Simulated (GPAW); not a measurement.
Consider LiHF2 (R-3m).

```xyz
4
Lattice="1.4670 0.8470 4.3667 -1.4670 0.8470 4.3667 0.0000 -1.6939 4.3667" Properties=species:S:1:pos:R:3 pbc="T T T"
F     0.0000    0.0000    7.6858
F     0.0000    0.0000    5.4143
Li    0.0000    0.0000    0.0000
H     0.0000    0.0000    6.5500
```

Absorber: atom 3, with 6 F at 1.99 Å (octahedral, site symmetry -3m). Method: GPAW, LDA, full core hole (charged cell), 28-atom cell with 6.3 Å between holes, 4×4×4 k points, dipole transitions, Gaussian full width 0.9 eV up to 4 eV, rising linearly to 3.5 eV at 25 eV.

Question: Predict the near-edge structure at the Li K edge.

Main maxima up to 24 eV above the zero (height): 2.5 eV (4.86), 4.1 eV (2.95), 7.8 eV (1.38) and 19.5 eV (0.43). A K edge sees empty p states on the absorber. The total-energy difference plus the lowest empty eigenvalue puts the zero at 60.09 eV. One term is added: -3.34 eV, since the hole is spin-paired here and a spin-polarised one costs that much less in the free atom (computed apart). The photon energy is then 56.75 eV. The tabulated edge of the element is 54.7 eV. The functional and the charged cell's background leave an error in such absolute values: in the free atom LDA prices this hole 1.0 eV below PBE (computed apart), and PBE is itself good to a few eV.

The Li K spectrum (energy from the lowest empty level; intensity scaled to a mean of 1 over the first 20 eV; polarised curves are means over the symmetry-equivalent atoms):

| E (eV) | isotropic | ε ⊥ c | ε ∥ c |
| --- | --- | --- | --- |
| -2.0 | 0.00 | 0.00 | 0.00 |
| -1.4 | 0.00 | 0.00 | 0.00 |
| -0.8 | 0.00 | 0.00 | 0.00 |
| -0.2 | 0.01 | 0.01 | 0.02 |
| 0.4 | 0.14 | 0.04 | 0.32 |
| 1.0 | 0.64 | 0.20 | 1.50 |
| 1.6 | 1.88 | 1.08 | 3.48 |
| 2.2 | 4.28 | 4.38 | 4.07 |
| 2.8 | 4.11 | 5.33 | 1.68 |
| 3.4 | 2.21 | 2.39 | 1.86 |
| 4.0 | 2.91 | 2.03 | 4.67 |
| 4.6 | 2.41 | 2.27 | 2.67 |
| 5.2 | 1.77 | 2.29 | 0.74 |
| 5.8 | 0.91 | 1.17 | 0.40 |
| 6.4 | 0.68 | 0.67 | 0.70 |
| 7.0 | 1.04 | 1.00 | 1.11 |
| 7.6 | 1.36 | 1.45 | 1.17 |
| 8.2 | 1.32 | 1.59 | 0.79 |
| 8.8 | 1.15 | 1.41 | 0.64 |
| 9.4 | 1.05 | 1.19 | 0.78 |
| 10.0 | 0.87 | 0.88 | 0.85 |
| 10.6 | 0.59 | 0.54 | 0.69 |
| 11.2 | 0.35 | 0.31 | 0.45 |
| 11.8 | 0.20 | 0.17 | 0.26 |
| 12.4 | 0.13 | 0.10 | 0.18 |
| 13.0 | 0.12 | 0.08 | 0.19 |
| 13.6 | 0.14 | 0.10 | 0.21 |
| 14.2 | 0.17 | 0.13 | 0.24 |
| 14.8 | 0.19 | 0.16 | 0.25 |
| 15.4 | 0.20 | 0.17 | 0.26 |
| 16.0 | 0.22 | 0.18 | 0.29 |
| 16.6 | 0.24 | 0.20 | 0.33 |
| 17.2 | 0.28 | 0.21 | 0.41 |
| 17.8 | 0.33 | 0.24 | 0.52 |
| 18.4 | 0.39 | 0.27 | 0.62 |
| 19.0 | 0.42 | 0.30 | 0.67 |
| 19.6 | 0.43 | 0.32 | 0.66 |
| 20.2 | 0.42 | 0.33 | 0.59 |
| 20.8 | 0.40 | 0.34 | 0.50 |
| 21.4 | 0.38 | 0.35 | 0.44 |
| 22.0 | 0.37 | 0.35 | 0.40 |
| 22.6 | 0.37 | 0.36 | 0.38 |
| 23.2 | 0.37 | 0.37 | 0.38 |
| 23.8 | 0.39 | 0.40 | 0.37 |
| 24.4 | 0.41 | 0.43 | 0.36 |
| 25.0 | 0.42 | 0.46 | 0.33 |
| 25.6 | 0.42 | 0.48 | 0.30 |
| 26.2 | 0.42 | 0.49 | 0.27 |
| 26.8 | 0.40 | 0.47 | 0.25 |
| 27.4 | 0.37 | 0.44 | 0.23 |
| 28.0 | 0.33 | 0.38 | 0.22 |
| 28.6 | 0.29 | 0.32 | 0.22 |
| 29.2 | 0.25 | 0.26 | 0.22 |
| 29.8 | 0.22 | 0.22 | 0.23 |
| 30.4 | 0.20 | 0.19 | 0.23 |
| 31.0 | 0.20 | 0.18 | 0.24 |
| 31.6 | 0.20 | 0.19 | 0.24 |

The holes are only 6.3 Å apart, so the shape is probably not converged with cell size; no larger cell was run here. The mesh is coarse (0.26 Å⁻¹ between points), so small maxima may be mesh ripples. The structure is a computed Materials Project entry and may be a hypothetical form.

[Banner, clock and machine lines of the logs are left out without a mark of their own.]

[Logs are printed without paths, hosts, clocks, repeated set-up lines and the standing remarks that a program may print on its own settings, such as how far it seeks lower states.]

[Hosts, paths, dates, database ids (printed as entryN), source tags and the programs' standing remarks are cut or masked in the printed files.]

[Lists of maxima count a maximum above −3 eV only where it reaches 4 % of the highest in the window and stands out from its surroundings by 2 % of it (1.5 % where it reaches 55 %); shoulders and weaker maxima are passed over, and of the rest the first, up to two pre-edge ones and the few strongest are named.]
